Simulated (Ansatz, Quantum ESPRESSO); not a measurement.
## NbH2 (Fm-3m): zone-centre phonons

Aim: the zone-centre modes of NbH2 (Fm-3m).

Method: DFT PBEsol, scalar-relativistic, plane waves, PseudoDojo norm-conserving pseudopotentials, in Quantum ESPRESSO 7.5.

### Step 1. The starting structure

It takes space group Fm-3m (No. 225, cubic). The conventional cell has a = 4.563 Å, b = 4.563 Å, c = 4.563 Å, α = 90.00°, β = 90.00°, γ = 90.00°. Nearest to Nb lie 8 H at 1.98 Å. Nearest to H lie 4 Nb at 1.98 Å. Farther neighbours are not listed.

Coordinates:

```cif
data_structure
_symmetry_space_group_name_H-M 'Fm-3m'
_symmetry_Int_Tables_number 225
_cell_length_a 4.5630
_cell_length_b 4.5630
_cell_length_c 4.5630
_cell_angle_alpha 90.000
_cell_angle_beta 90.000
_cell_angle_gamma 90.000
_cell_volume 95.01
loop_
_atom_site_label
_atom_site_type_symbol
_atom_site_symmetry_multiplicity
_atom_site_Wyckoff_symbol
_atom_site_fract_x
_atom_site_fract_y
_atom_site_fract_z
_atom_site_occupancy
Nb1 Nb 4 a 0.00000 0.00000 0.00000 1
H1 H 8 c 0.75000 0.25000 0.75000 1
```

### Step 2. A probe with smearing

A cheap run with smearing and empty bands tells whether the crystal has a gap, which decides between fixed occupations and smearing later on.

probe.in

```
&CONTROL
  calculation = 'scf'
  prefix      = 'x'
  outdir      = './tmp'
  pseudo_dir  = './pseudo'
  tprnfor     = .true.
  tstress     = .true.
  verbosity   = 'high'
/
&SYSTEM
  ibrav       = 0
  nat         = 3
  ntyp        = 2
  ecutwfc     = 74.0
  occupations = 'smearing'
  smearing    = 'gaussian'
  degauss     = 0.01
/
&ELECTRONS
  conv_thr         = 1.0d-07
  mixing_beta      = 0.7
  electron_maxstep = 100
/
ATOMIC_SPECIES
 Nb     92.9064  Nb.upf
 H       1.0080  H.upf
CELL_PARAMETERS angstrom
    -2.281500000    0.000000000    2.281500000
     0.000000000    2.281500000    2.281500000
    -2.281500000    2.281500000    0.000000000
ATOMIC_POSITIONS crystal
 Nb     0.000000000   0.000000000   0.000000000
 H      0.750000000   0.750000000   0.750000000
 H      0.250000000   0.250000000   0.250000000
K_POINTS automatic
 6 6 6 0 0 0
```

Run with:

```
OMP_NUM_THREADS=1 mpirun -n 4 pw.x -nk 4 -in probe.in > probe.out
```

Log:

```text
[banners, grids, parts of the stress and lines that vanish by symmetry left out]
Program PWSCF v.7.5
     Message from routine setup:
     using ibrav=0 with symmetry is DISCOURAGED, use correct ibrav instead
[...]
kinetic-energy cutoff     =      74.0000  Ry
     charge density cutoff     =     296.0000  Ry
     scf convergence threshold =      1.0E-07
[...]
Exchange-correlation= PBESOL
                           (   1   4  10   8   0   0   0)
[...]
48 Sym. Ops., with inversion, found
[...]
(     0          1          0      )
                  (     0          0          1      )
[...]
(  0.0000000  1.0000000  0.0000000 )
                  ( -0.0000000 -0.0000000  1.0000000 )
[...]
(     1          0         -1      )
                  (     0          0         -1      )
[...]
(     0          1         -1      )
                  (     0          1          0      )
[...]
( -1.0000000  0.0000000  0.0000000 )
                  (  0.0000000  1.0000000 -0.0000000 )
[...]
number of k points=    16  Gaussian smearing, width (Ry)=  0.0100
[...]
End of self-consistent calculation
[...]
the Fermi energy is    14.9456 ev
!    total energy              =    -126.87580048 Ry
[...]
convergence has been achieved in   6 iterations
[...]
atom    1 type  1   force =    -0.00000000   -0.00000000   -0.00000000
     atom    2 type  2   force =     0.00000000    0.00000000    0.00000000
     atom    3 type  2   force =    -0.00000000   -0.00000000   -0.00000000
[...]
Total force =     0.000000     Total SCF correction =     0.000000
[...]
total   stress  (Ry/bohr**3)                   (kbar)     P=      -60.78
[...]
XML data file, charge density, pseudopotentials, collected wavefunctions

   JOB DONE.
```

It took 2 s on 4 MPI ranks of Arm Neoverse V1, shared host; 7.7 s of CPU time.

Numbers from this step:

```
volume per atom   : 7.917 Å³
pressure          : -6.078 GPa
gap on the k-mesh : 0 eV
```

No gap opens on this mesh, so smearing is kept; the start stands at -6.1 GPa.

### Step 3. Relaxation

Frequencies change by per cents with a per cent of volume, so the structure is first brought to rest at this level of theory.

relax.in

```
&CONTROL
  calculation   = 'vc-relax'
  prefix        = 'x'
  outdir        = './tmp'
  pseudo_dir    = './pseudo'
  tprnfor       = .true.
  tstress       = .true.
  forc_conv_thr = 2.0d-05
  etot_conv_thr = 1.0d-07
  nstep         = 40
/
&SYSTEM
  ibrav       = 0
  nat         = 3
  ntyp        = 2
  ecutwfc     = 74.0
  occupations = 'smearing'
  smearing    = 'mv'
  degauss     = 0.02
/
&ELECTRONS
  conv_thr         = 1.0d-11
  mixing_beta      = 0.7
  electron_maxstep = 100
/
&IONS
/
&CELL
  press_conv_thr = 0.1
/
ATOMIC_SPECIES
 Nb     92.9064  Nb.upf
 H       1.0080  H.upf
CELL_PARAMETERS angstrom
    -2.281500000    0.000000000    2.281500000
     0.000000000    2.281500000    2.281500000
    -2.281500000    2.281500000    0.000000000
ATOMIC_POSITIONS crystal
 Nb     0.000000000   0.000000000   0.000000000
 H      0.750000000   0.750000000   0.750000000
 H      0.250000000   0.250000000   0.250000000
K_POINTS automatic
 12 12 12 0 0 0
```

Run with:

```
OMP_NUM_THREADS=1 mpirun -n 4 pw.x -nk 4 -in relax.in > relax.out
```

Log:

```text
[banners, grids, parts of the stress and lines that vanish by symmetry left out]
[banner, memory and clock lines left out]
Program PWSCF v.7.5

[...]
kinetic-energy cutoff     =      74.0000  Ry
     charge density cutoff     =     296.0000  Ry
     scf convergence threshold =      1.0E-11
[...]
energy convergence thresh.=      1.0E-07
     force convergence thresh. =      2.0E-05
     press convergence thresh. =      1.0E-01
     Exchange-correlation= PBESOL
                           (   1   4  10   8   0   0   0)
[...]
48 Sym. Ops., with inversion, found
[...]
number of k points=    72  Marzari-Vanderbilt smearing, width (Ry)=  0.0200
[...]
End of self-consistent calculation
[...]
the Fermi energy is    15.1888 ev
!    total energy              =    -126.87306170 Ry
[...]
convergence has been achieved in   8 iterations
[...]
atom    1 type  1   force =     0.00000000    0.00000000    0.00000000
     atom    2 type  2   force =    -0.00000000    0.00000000   -0.00000000
     atom    3 type  2   force =     0.00000000   -0.00000000   -0.00000000
     Total force =     0.000000     Total SCF correction =     0.000000
[...]
total   stress  (Ry/bohr**3)                   (kbar)     P=      -57.77
[...]
number of bfgs steps    =   0
[...]
CELL_PARAMETERS (angstrom)
[...]
ATOMIC_POSITIONS (crystal)
Nb               0.0000000000        0.0000000000        0.0000000000
H                0.7500000000        0.7500000000        0.7500000000
H                0.2500000000        0.2500000000        0.2500000000
[...]
New effective cutoffs (rho, wfc):  301.10   75.47
[...]
End of self-consistent calculation
[...]
the Fermi energy is    15.7248 ev
!    total energy              =    -126.87404698 Ry
[...]
convergence has been achieved in   6 iterations
[...]
atom    1 type  1   force =     0.00000000    0.00000000    0.00000000
     atom    2 type  2   force =     0.00000000    0.00000000    0.00000000
     atom    3 type  2   force =    -0.00000000    0.00000000   -0.00000000
     Total force =     0.000000     Total SCF correction =     0.000000
[...]
total   stress  (Ry/bohr**3)                   (kbar)     P=       -2.94
[...]
number of bfgs steps    =   1
[...]
CELL_PARAMETERS (angstrom)
[...]
ATOMIC_POSITIONS (crystal)
Nb               0.0000000000        0.0000000000        0.0000000000
[...]
New effective cutoffs (rho, wfc):  301.41   75.55
[...]
End of self-consistent calculation
[...]
the Fermi energy is    15.7534 ev
!    total energy              =    -126.87404929 Ry
[...]
convergence has been achieved in   6 iterations
[...]
atom    1 type  1   force =     0.00000000    0.00000000    0.00000000
     atom    2 type  2   force =     0.00000000    0.00000000    0.00000000
     atom    3 type  2   force =     0.00000000    0.00000000   -0.00000000
     Total force =     0.000000     Total SCF correction =     0.000000
[...]
total   stress  (Ry/bohr**3)                   (kbar)     P=        0.13
[...]
number of bfgs steps    =   2
[...]
small trust_radius: resetting bfgs history
[...]
CELL_PARAMETERS (angstrom)
[...]
ATOMIC_POSITIONS (crystal)
[...]
New effective cutoffs (rho, wfc):  301.40   75.54
[...]
End of self-consistent calculation
[...]
the Fermi energy is    15.7522 ev
!    total energy              =    -126.87404929 Ry
[...]
convergence has been achieved in   4 iterations
[...]
atom    1 type  1   force =    -0.00000000    0.00000000   -0.00000000
     atom    2 type  2   force =    -0.00000000   -0.00000000   -0.00000000
     atom    3 type  2   force =     0.00000000    0.00000000    0.00000000
     Total force =     0.000000     Total SCF correction =     0.000000
[...]
total   stress  (Ry/bohr**3)                   (kbar)     P=       -0.00
[...]
bfgs converged in   4 scf cycles and   3 bfgs steps
[...]
End of BFGS Geometry Optimization
     Final enthalpy           =    -126.8740492921 Ry
     File ./tmp/x.bfgs deleted, as requested
[...]
CELL_PARAMETERS (angstrom)
[...]
ATOMIC_POSITIONS (crystal)
[...]
H                0.7500000000        0.7500000000        0.7500000000
H                0.2500000000        0.2500000000        0.2500000000
[...]
Final scf calculation at the relaxed structure.
[...]
kinetic-energy cutoff     =      74.0000  Ry
     charge density cutoff     =     296.0000  Ry
     scf convergence threshold =      1.0E-13
[...]
press convergence thresh. =      1.0E-01
     Exchange-correlation= PBESOL
                           (   1   4  10   8   0   0   0)
[...]
48 Sym. Ops., with inversion, found
[...]
number of k points=    72  Marzari-Vanderbilt smearing, width (Ry)=  0.0200
[...]
End of self-consistent calculation
[...]
the Fermi energy is    15.7522 ev
!    total energy              =    -126.87391728 Ry
[...]
convergence has been achieved in  10 iterations
[...]
atom    1 type  1   force =     0.00000000    0.00000000   -0.00000000
     atom    2 type  2   force =    -0.00000000    0.00000000   -0.00000000
     atom    3 type  2   force =     0.00000000    0.00000000    0.00000000
     Total force =     0.000000     Total SCF correction =     0.000000
[...]
total   stress  (Ry/bohr**3)                   (kbar)     P=       -1.46
[...]
XML data file, charge density, pseudopotentials, collected wavefunctions
```

Elapsed: 27 s, on 4 MPI ranks; 1.8 min of CPU time.

The steps of the relaxation:

| step | energy less that of the first step (eV) | largest force (eV/Å) | pressure (GPa) | volume (Å³) |
| --- | --- | --- | --- | --- |
| 1 | 0.0000 | 0.0000 | -5.78 | 23.75 |
| 2 | -0.0134 | 0.0000 | -0.29 | 23.06 |
| 3 | -0.0134 | 0.0000 | 0.01 | 23.02 |
| 4 | -0.0134 | 0.0000 | 0.00 | 23.02 |
| 5 | -0.0116 | 0.0000 | -0.15 | 23.02 |

| conventional cell, symmetrised | before | after | change |
| --- | --- | --- | --- |
| a (Å) | 4.563 | 4.516 | -1.0 % |
| b (Å) | 4.563 | 4.516 | -1.0 % |
| c (Å) | 4.563 | 4.516 | -1.0 % |
| volume (Å³/atom) | 7.92 | 7.67 | -3.1 % |

The relaxed structure:

```
CELL_PARAMETERS angstrom
-2.25798 0.00000 2.25798
0.00000 2.25798 2.25798
-2.25798 2.25798 0.00000
ATOMIC_POSITIONS crystal
Nb 0.00000 0.00000 0.00000
H 0.75000 0.75000 0.75000
H 0.25000 0.25000 0.25000
```

The last row of the table of steps is pw.x's closing run on a basis chosen anew for the final cell, so its energy can jump.

This step gave:

| Quantity | Value |
| --- | --- |
| volume per atom | 7.675 Å³ |
| pressure | -0.146 GPa |

The volume changes by -3.1 % from the cell with which this run began.

### Step 4. Self-consistent run for the response

Perturbation theory inherits every error of the wavefunctions, so the threshold is set near the limit of the arithmetic. Smearing stays on, as the first look found no gap above 0.3 eV.

scf.in

```
&CONTROL
  calculation = 'scf'
  prefix      = 'x'
  outdir      = './tmp'
  pseudo_dir  = './pseudo'
  tprnfor     = .true.
  tstress     = .true.
/
&SYSTEM
  ibrav       = 0
  nat         = 3
  ntyp        = 2
  ecutwfc     = 74.0
  occupations = 'smearing'
  smearing    = 'mv'
  degauss     = 0.02
/
&ELECTRONS
  conv_thr         = 1.0d-12
  mixing_beta      = 0.7
  electron_maxstep = 100
/
ATOMIC_SPECIES
 Nb     92.9064  Nb.upf
 H       1.0080  H.upf
CELL_PARAMETERS angstrom
    -2.257979159    0.000000000    2.257979159
     0.000000000    2.257979159    2.257979159
    -2.257979159    2.257979159    0.000000000
ATOMIC_POSITIONS crystal
 Nb     0.000000000   0.000000000   0.000000000
 H      0.750000000   0.750000000   0.750000000
 H      0.250000000   0.250000000   0.250000000
K_POINTS automatic
 12 12 12 0 0 0
```

Run with:

```
OMP_NUM_THREADS=1 mpirun -n 4 pw.x -nk 4 -in scf.in > scf.out
```

Log:

```text
[banners, grids, parts of the stress and lines that vanish by symmetry left out]
[banner, memory and clock lines left out]
Program PWSCF v.7.5

[...]
kinetic-energy cutoff     =      74.0000  Ry
     charge density cutoff     =     296.0000  Ry
     scf convergence threshold =      1.0E-12
[...]
Exchange-correlation= PBESOL
                           (   1   4  10   8   0   0   0)
[...]
48 Sym. Ops., with inversion, found
[...]
number of k points=    72  Marzari-Vanderbilt smearing, width (Ry)=  0.0200
[...]
End of self-consistent calculation
[...]
the Fermi energy is    15.7522 ev
!    total energy              =    -126.87391728 Ry
[...]
convergence has been achieved in   8 iterations
[...]
atom    1 type  1   force =     0.00000000    0.00000000   -0.00000000
     atom    2 type  2   force =    -0.00000000   -0.00000000    0.00000000
     atom    3 type  2   force =     0.00000000    0.00000000   -0.00000000
     Total force =     0.000000     Total SCF correction =     0.000000
[...]
total   stress  (Ry/bohr**3)                   (kbar)     P=       -1.46
[...]
XML data file, charge density, pseudopotentials, collected wavefunctions
```

Run time: 6.7 s. Hardware: 4 MPI ranks; 26 s of CPU time.

The cell stands at -0.15 GPa, close enough for phonons.

### Step 5. Zone-centre response

At q = 0 one unit cell holds all displacements; symmetry groups them into irreducible representations that are solved one by one. With smeared occupations no response to a homogeneous field can be asked.

ph.in

```
phonons
&INPUTPH
  prefix       = 'x'
  outdir       = './tmp'
  fildyn       = 'g.dyn'
  tr2_ph       = 1.0d-18
  alpha_mix(1) = 0.4
  nmix_ph      = 8
/
0.000000000 0.000000000 0.000000000
```

Run with:

```
OMP_NUM_THREADS=1 mpirun -n 4 ph.x -nk 4 -in ph.in > ph.out
```

Log:

```text
[banners, grids, parts of the stress and lines that vanish by symmetry left out]
[banner, memory and clock lines left out]
Program PHONON v.7.5

     ./tmp/x.save/

     IMPORTANT: XC functional enforced from input :
     Exchange-correlation= PBESOL
                           (   1   4  10   8   0   0   0)
     Any further DFT definition will be discarded
     Please, verify this is what you really want

     G-vector sticks info

     Reading collected, re-writing distributed wavefunctions in ./tmp/

     Number and degeneracy of irreps per q-point
       N         xq(1)         xq(2)         xq(3)   N irreps
       1   0.000000000   0.000000000   0.000000000       3
        3   3   3

     Calculation of q =    0.0000000   0.0000000   0.0000000

     phonons

     bravais-lattice index     =            0
     lattice parameter (alat)  =       6.0344  a.u.
     unit-cell volume          =     155.3769 (a.u.)^3
     number of atoms/cell      =            3
     number of atomic types    =            2
     kinetic-energy cut-off    =      74.0000  Ry
     charge density cut-off    =     296.0000  Ry
     convergence threshold     =      1.0E-18
     beta                      =       0.4000
     number of iterations used =            8
     Exchange-correlation= PBESOL
                           (   1   4  10   8   0   0   0)

     celldm(1)=    6.03440  celldm(2)=    0.00000  celldm(3)=    0.00000
     celldm(4)=    0.00000  celldm(5)=    0.00000  celldm(6)=    0.00000

     crystal axes: (cart. coord. in units of alat)
               a(1) = ( -0.7071  0.0000  0.7071 )
               a(2) = (  0.0000  0.7071  0.7071 )
               a(3) = ( -0.7071  0.7071  0.0000 )

     reciprocal axes: (cart. coord. in units 2 pi/alat)
               b(1) = ( -0.7071 -0.7071  0.7071 )
               b(2) = (  0.7071  0.7071  0.7071 )
               b(3) = ( -0.7071  0.7071 -0.7071 )

     Atoms inside the unit cell:

     Cartesian axes

     site n.  atom      mass           positions (alat units)
        1  Nb     92.9064   tau(    1) = (    0.00000    0.00000    0.00000  )
        2  H       1.0080   tau(    2) = (   -1.06066    1.06066    1.06066  )
        3  H       1.0080   tau(    3) = (   -0.35355    0.35355    0.35355  )

     Computing dynamical matrix for
                    q = (   0.0000000   0.0000000   0.0000000 )

     49 Sym.Ops. (with q -> -q+G )

     G cutoff =  273.0232  (  13371 G-vectors)     FFT grid: ( 36, 36, 36)

     number of k points=    72  Marzari-Vanderbilt smearing, width (Ry)=  0.0200
                       cart. coord. in units 2pi/alat
        k(    1) = (   0.0000000   0.0000000   0.0000000), wk =   0.0011574
        k(    2) = (  -0.0589256   0.0589256  -0.0589256), wk =   0.0092593
        k(    3) = (  -0.1178511   0.1178511  -0.1178511), wk =   0.0092593
        [... further k-points left out ...]

     PseudoPot. # 1 for Nb read from file:
     ./pseudo/Nb.upf
     Pseudo is Norm-conserving + core correction, Zval = 13.0
     Using radial grid of 1660 points,  6 beta functions with:
                l(1) =   0
                l(2) =   0
                l(3) =   1
                l(4) =   1
                l(5) =   2
                l(6) =   2

     PseudoPot. # 2 for H  read from file:
     ./pseudo/H.upf
     Pseudo is Norm-conserving, Zval =  1.0
     Using radial grid of 1180 points,  3 beta functions with:
                l(1) =   0
                l(2) =   0
                l(3) =   1

     Mode symmetry, O_h (m-3m)  point group:

     Atomic displacements:
     There are    3 irreducible representations

     Representation     1      3 modes -  To be done

     Representation     2      3 modes -  To be done

     Representation     3      3 modes -  To be done

     Alpha used in Ewald sum =   2.8000

     Representation #   1 modes #   1   2   3

     Self-consistent Calculation
      thresh= 1.000E-02 alpha_mix =  0.400 |ddv_scf|^2 =  2.459E-08
      thresh= 1.568E-05 alpha_mix =  0.400 |ddv_scf|^2 =  3.239E-09
      thresh= 5.692E-06 alpha_mix =  0.400 |ddv_scf|^2 =  2.584E-11
      thresh= 5.083E-07 alpha_mix =  0.400 |ddv_scf|^2 =  3.130E-13
      thresh= 5.595E-08 alpha_mix =  0.400 |ddv_scf|^2 =  7.221E-14
      thresh= 2.687E-08 alpha_mix =  0.400 |ddv_scf|^2 =  4.825E-17
      thresh= 6.946E-10 alpha_mix =  0.400 |ddv_scf|^2 =  6.522E-18
      thresh= 2.554E-10 alpha_mix =  0.400 |ddv_scf|^2 =  1.261E-20

     End of self-consistent calculation

     Convergence has been achieved

     Representation #   2 modes #   4   5   6

     Self-consistent Calculation
      thresh= 1.000E-02 alpha_mix =  0.400 |ddv_scf|^2 =  6.005E-09
      thresh= 7.749E-06 alpha_mix =  0.400 |ddv_scf|^2 =  1.288E-09
      thresh= 3.589E-06 alpha_mix =  0.400 |ddv_scf|^2 =  3.172E-11
      thresh= 5.632E-07 alpha_mix =  0.400 |ddv_scf|^2 =  6.685E-13
      thresh= 8.176E-08 alpha_mix =  0.400 |ddv_scf|^2 =  1.251E-13
      thresh= 3.538E-08 alpha_mix =  0.400 |ddv_scf|^2 =  1.361E-15
[...]
End of self-consistent calculation

     Convergence has been achieved

     Representation #   3 modes #   7   8   9

     Self-consistent Calculation
[...]
thresh= 4.425E-05 alpha_mix =  0.400 |ddv_scf|^2 =  3.204E-09
      thresh= 5.660E-06 alpha_mix =  0.400 |ddv_scf|^2 =  2.893E-11
      thresh= 5.378E-07 alpha_mix =  0.400 |ddv_scf|^2 =  4.250E-12
      thresh= 2.061E-07 alpha_mix =  0.400 |ddv_scf|^2 =  2.972E-14
      thresh= 1.724E-08 alpha_mix =  0.400 |ddv_scf|^2 =  3.573E-16
      thresh= 1.890E-09 alpha_mix =  0.400 |ddv_scf|^2 =  8.803E-17
      thresh= 9.383E-10 alpha_mix =  0.400 |ddv_scf|^2 =  6.733E-20

     End of self-consistent calculation

     Convergence has been achieved

     Number of q in the star =    1
     List of q in the star:
          1   0.000000000   0.000000000   0.000000000

     Diagonalizing the dynamical matrix

     q = (    0.000000000   0.000000000   0.000000000 )

 **************************************************************************
     freq (    1) =      -0.230963 [THz] =      -7.704090 [cm-1]
     freq (    2) =      -0.230963 [THz] =      -7.704090 [cm-1]
     freq (    3) =      -0.230963 [THz] =      -7.704090 [cm-1]
     freq (    4) =      33.493851 [THz] =    1117.234608 [cm-1]
     freq (    5) =      33.493851 [THz] =    1117.234608 [cm-1]
     freq (    6) =      33.493851 [THz] =    1117.234608 [cm-1]
     freq (    7) =      38.794397 [THz] =    1294.041782 [cm-1]
     freq (    8) =      38.794397 [THz] =    1294.041782 [cm-1]
     freq (    9) =      38.794397 [THz] =    1294.041782 [cm-1]
 **************************************************************************

     Mode symmetry, O_h (m-3m)  point group:

     freq (   1-   3) =         -7.7  [cm-1]   --> T_1u G_15  G_4- I
     freq (   4-   6) =       1117.2  [cm-1]   --> T_1u G_15  G_4- I
     freq (   7-   9) =       1294.0  [cm-1]   --> T_2g G_25' G_5+ R
```

Elapsed: 2.3 min, on 4 MPI ranks; 9.3 min of CPU time.

Numbers from this step:

```
largest acoustic frequency at the zone centre before the sum rule : -7.7 cm⁻¹
highest optical zone-centre mode (no LO-TO term)                  : 1294 cm⁻¹
lowest optical zone-centre mode                                   : 1117 cm⁻¹
```

The acoustic modes at Γ come out as far as 7.7 cm⁻¹ from zero, where they should vanish, a small numerical error.

(Continued in part 2 of 2.)

[Host names and launcher messages were left out of these logs when they were recorded.]

[Logs are printed without paths, hosts, clocks, repeated set-up lines and the standing remarks that a program may print on its own settings, such as how far it seeks lower states.]

[Hosts, paths, dates, database ids (printed as entryN), source tags and the programs' standing remarks are cut or masked in the printed files.]
